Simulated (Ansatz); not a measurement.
# How Ag(111) screens a field, part 2 of 2

Wanted: the response of a Ag(111) slab to a perpendicular field.

Ansatz 0.2.0; plane-wave DFT, PBE, Ansatz PAW.

So far. Step 9 (Atoms held, field 0.4 V/Å): The dipole is 0.205 e·Å.

## Step 10: The response

This step: plane-wave DFT, PBE, Ansatz PAW; screening of a field by a metal slab (Ansatz 0.2.0).

The dipoles give the slope, and the difference of two potentials shows where the field is screened.

Numbers from this step:

| Quantity | Value |
| --- | --- |
| equivalent conductor thickness p/(ε₀AE) | 12.76 Å |
| distance between the outer atoms | 9.445 Å |
| inner field over outer field | -0.001482 |
| image plane, upper face | 1.641 Å |
| induced electrons on the upper face over ε₀E | -1.002 |
| image plane, lower face | 1.641 Å |
| induced electrons on the lower face over ε₀E | 1.002 |

Table of dipole of the cell by applied field:

```csv
applied field (V/Å),dipole of the cell (e·Å)
-0.200,-0.102
-0.100,-0.0511
-0.050,-0.0255
0.000,0
0.050,0.0255
0.100,0.0511
0.200,0.102
0.400,0.205
```

Local field over the applied field, running mean. From the potentials at -0.05 and 0.05 V/Å; running mean over 2.361 Å. The local field over applied field by z:

```csv
z (Å),local field over applied field
5,0.985
6,0.917
7,0.661
8,0.267
9,0.0181
10,-0.00196
11,0.00283
12,-0.00344
13,-0.00140
14,-0.00127
15,-0.00244
16,-0.00110
17,0.00207
18,-0.00646
19,0.126
20,0.481
21,0.836
22,0.967
23,0.995
```

Electrons, planar mean, per unit field. The induced electron density by z:

```csv
z (Å),induced electron density (e/Å³ per V/Å)
4.5,3.1e-5
5.0,7.8e-5
5.5,1.9e-4
6.0,4.5e-4
6.5,0.00101
7.0,0.00205
7.5,0.00344
8.0,0.00365
8.5,5.2e-4
9.0,-1.4e-4
9.5,-2.9e-4
10.0,-2.4e-4
10.5,3.6e-4
11.0,-1.3e-5
11.5,-3.1e-5
12.0,-3.0e-5
12.5,-1.6e-5
13.0,4.1e-5
13.5,4.4e-6
14.0,-6.0e-7
14.5,-3.9e-5
15.0,2.4e-5
15.5,4.2e-5
16.0,-3.8e-6
16.5,-4.4e-5
17.0,-3.4e-4
17.5,2.9e-4
18.0,2.7e-4
18.5,1.2e-4
19.0,-8.2e-4
19.5,-0.00374
20.0,-0.00331
20.5,-0.00192
21.0,-9.2e-4
21.5,-4.1e-4
22.0,-1.8e-4
22.5,-7.1e-5
23.0,-2.8e-5
```

By hand: between -0.05 and 0.05 V/Å the dipole changes by 0.05109 e·Å, a slope of 0.5109 e·Å²/V. A perfect conductor of thickness t has p = ε₀AEt, so t = 180.95 × 0.5109 / 7.243 = 12.76 Å (e/ε₀ = 180.95 V·Å, A in Å²). Less the 9.45 Å between the outer atoms, and halved, that puts each image plane 1.66 Å out.

The induced dipole is that of a conductor 12.76 Å thick.

## Step 11: The same run with other settings

This step: plane-wave DFT, PBE, Ansatz PAW (Ansatz 0.2.0).

An input spoilt on purpose, to show how the run answers: it repeats the earlier run at 0.05 V/Å with efield.axis from 3 to 0, and scf.max_iter set to 100.

The input, input.yaml:

```yaml
crystal:
  lattice:
    - [2.8920667351, 0.0, 0.0]
    - [1.4460333675, 2.504603262, 0.0]
    - [0.0, 0.0, 27.4454504039]
  atoms:
    - { symbol: Ag, position: [0.6666666667, 0.6666666667, 0.3279232028] }
    - { symbol: Ag, position: [0.0, 0.0, 0.4139616014] }
    - { symbol: Ag, position: [0.3333333333, 0.3333333333, 0.5] }
    - { symbol: Ag, position: [0.6666666667, 0.6666666667, 0.5860383986] }
    - { symbol: Ag, position: [0.0, 0.0, 0.6720767972] }
kpoints:
  mp_grid: { grid: [24, 24, 1] }
hamiltonian:
  xc: pbe
scf:
  occupations: { method: fermi_dirac, width: 0.1 }
  convergence: { dr2_threshold: 1.0e-10 }
  max_iter: 100
efield:
  axis: 0
  dipole_correction: true
  ramp_position: 0.97
  ramp_width: 0.06
  amplitude: 0.05
output:
  forces: true
  write_potential: true
  write_density: true
  volumetric_format: npy
```

On the command line:

```
$ ansatz run input.yaml --threads 4 --pin off --max-ram 6144MiB --backend cpu --events-out ev --progress --plain --runs-dir out
```

Numbers of over 12 decimals in the logs are rounded to 6 here.

Log:

```text
Error: invalid value for `efield.axis`: must be in [1, 3]; got 0
```

Run time: 0.04 s. Hardware: 4 threads of Arm Neoverse N1, shared host; peak memory 0.03 GiB.

The input was rejected at the start.

The program's message: “Error: invalid value for `efield.axis`: must be in [1, 3]; got 0”

The fault put into the input: an axis of 0, outside the range 1 to 3.

## Step 12: The same run with other settings: efield.amplitude = -0.1

Another changed input: it repeats the earlier run at 0.05 V/Å with efield.amplitude from 0.05 to -0.1.

input.yaml, as its differences from that of step 11:

```diff
@@ -18,5 +18,4 @@
   convergence: { dr2_threshold: 1.0e-10 }
-  max_iter: 100
 efield:
-  axis: 0
+  axis: 3
   dipole_correction: true
@@ -24,3 +23,3 @@
   ramp_width: 0.06
-  amplitude: 0.05
+  amplitude: -0.1
 output:
```

Log:

```text
[...]
Crystal: 5 atoms, lattice volume = 198.801 Å³
Basis set: ecut = 420 eV, 3871 PW (Γ), exchange–correlation on 40×40×384 points (8 copies of the dense FFT grid, shifted against one another)
Bands: 57, of which v1, the nominal top of the filled ones, is band 48 counted from 1 (47 counted from 0)
Symmetry: 6 space group operations
k-points: 61 of 576 (time reversal used)
[...]
SCF iter   1: F=—  HF=-37953.155852 eV  |F-HF|=—  |Δ(HF+E_count)|=         —  Δρ=4.25e-2  dr2=4.00e0  ethr=3.10e-3  p=-0.049 e·Å  D=-4.46e-2 V/Å  ΔV_dip=1.22 eV  dr2_dipole=1.07e-3  V_vac-E_F(+/−)=3.88/5.19 eV  ⟨swp⟩=7.9  Hψ=14343  notcnv=0  defer=38
[...]
SCF iter  11: F=-37952.090322 eV  HF=-37952.090322 eV  |F-HF|=4.80e-10  |Δ(HF+E_count)|=  8.37e-10  Δρ=1.73e-7  dr2=7.84e-11  ethr=1.00e-12  p=-0.051 e·Å  D=-4.65e-2 V/Å  ΔV_dip=1.28 eV  dr2_dipole=4.65e-13  V_vac-E_F(+/−)=3.81/5.06 eV  ⟨swp⟩=14.8  Hψ=24246  notcnv=0
SCF 1 converged in 11 iterations: F = -37952.090322 eV  dr2 = 7.84e-11
[...]
SCF converged after 11 iterations
Free energy (F): -37952.090322 eV
[...]
Internal energy: -37952.046214 eV  (E = F + TS)
E sigma→0 (E₀):  -37952.068268 eV
Entropy (-TS):   -0.044108 eV (-8.822 meV/atom)
Fermi energy:    4.948114 eV
Dipole field:    D = -0.046504 V/Å  (p = -0.051092 e·Å, saw-weighted, corrected)
Work function:   not extracted (applied field tilts the vacuum); planar V_es + V_field profile in the machine report
[...]
--- Forces (eV/Å), atoms counted from 1 ---
  atom   1  Ag    -0.00000000     0.00000000    -0.16568606
  atom   2  Ag     0.00000000     0.00000000     0.00948218
  atom   3  Ag    -0.00000000    -0.00000000    -0.00083651
  atom   4  Ag    -0.00000000     0.00000000    -0.01248220
  atom   5  Ag     0.00000000    -0.00000000     0.16952110
  max |Σ_I F_I| component: 1.49e-6 eV/Å
--- Band table (eV; the first three rows and the last of 61) ---
  k-point 0: bands = [... 44 lower, 1.7365, 1.7365, 1.9010, 1.9010, 2.1270, 4.2029, 5.0722, 8.7645, ... 5 higher]
  k-point 1: bands = [... 44 lower, 1.7211, 1.7371, 1.7624, 1.9027, 2.3236, 4.2809, 5.1805, 8.8017, ... 5 higher]
  k-point 2: bands = [... 44 lower, 1.5928, 1.7310, 1.7384, 1.9078, 2.6343, 4.4972, 5.4832, 8.9127, ... 5 higher]
  k-point 60: bands = [... 44 lower, 1.8408, 8.2153, 8.2154, 8.3470, 8.8183, 9.0299, 9.0327, 9.9115, ... 5 higher]
```

Run time: 42 s. Hardware: 4 threads; peak memory 0.77 GiB.

This step gave:

```
energy at zero smearing : -37952.0683 eV
dipole along the normal : -0.05109 e·Å
```

Force by atom:

```csv
atom,x (eV/Å),y (eV/Å),z (eV/Å),size
Ag1,0.000,0.000,-0.166,0.166
Ag2,0.000,0.000,0.009,0.009
Ag3,0.000,0.000,-0.001,0.001
Ag4,0.000,0.000,-0.012,0.012
Ag5,0.000,0.000,0.170,0.170
```

```csv
quantity,this run,earlier run,difference
dipole along the normal (e·Å),-0.05109,0.02554,-0.077
```

The applied field differs, and the slope found earlier predicts a dipole of -0.0511 e·Å; this run gives -0.0511 e·Å, in line with it.

## Step 13: Outcome

* work function: 4.46 eV
* image plane, upper face: 1.64 Å
* induced electrons on the upper face over ε₀E: -1.00
* equivalent conductor thickness p/(ε₀AE): 12.8 Å
* inner field over outer field: -0.00148

In words: The induced charge has its centre 1.64 Å outside the outermost atoms; this is the plane from which a capacitor's gap or an image potential counts. The equivalent conductor thickness exceeds the distance between the outer atoms by 3.32 Å, about the sum of the two image-plane distances. In the middle of the slab the field is screened to under 0.5 % of its outer value. The atoms are held at bulk positions with the tabulated experimental lattice constant.

[Logs are printed without paths, hosts, clocks, repeated set-up lines and the standing remarks that a program may print on its own settings, such as how far it seeks lower states.]

[Hosts, paths, dates, database ids (printed as entryN), source tags and the programs' standing remarks are cut or masked in the printed files.]

[Maps of the electrostatic potential energy from Ansatz leave out the sawtooth potential of an applied field or a dipole correction, so their vacuum need not be flat; planar profiles and work functions include it.]
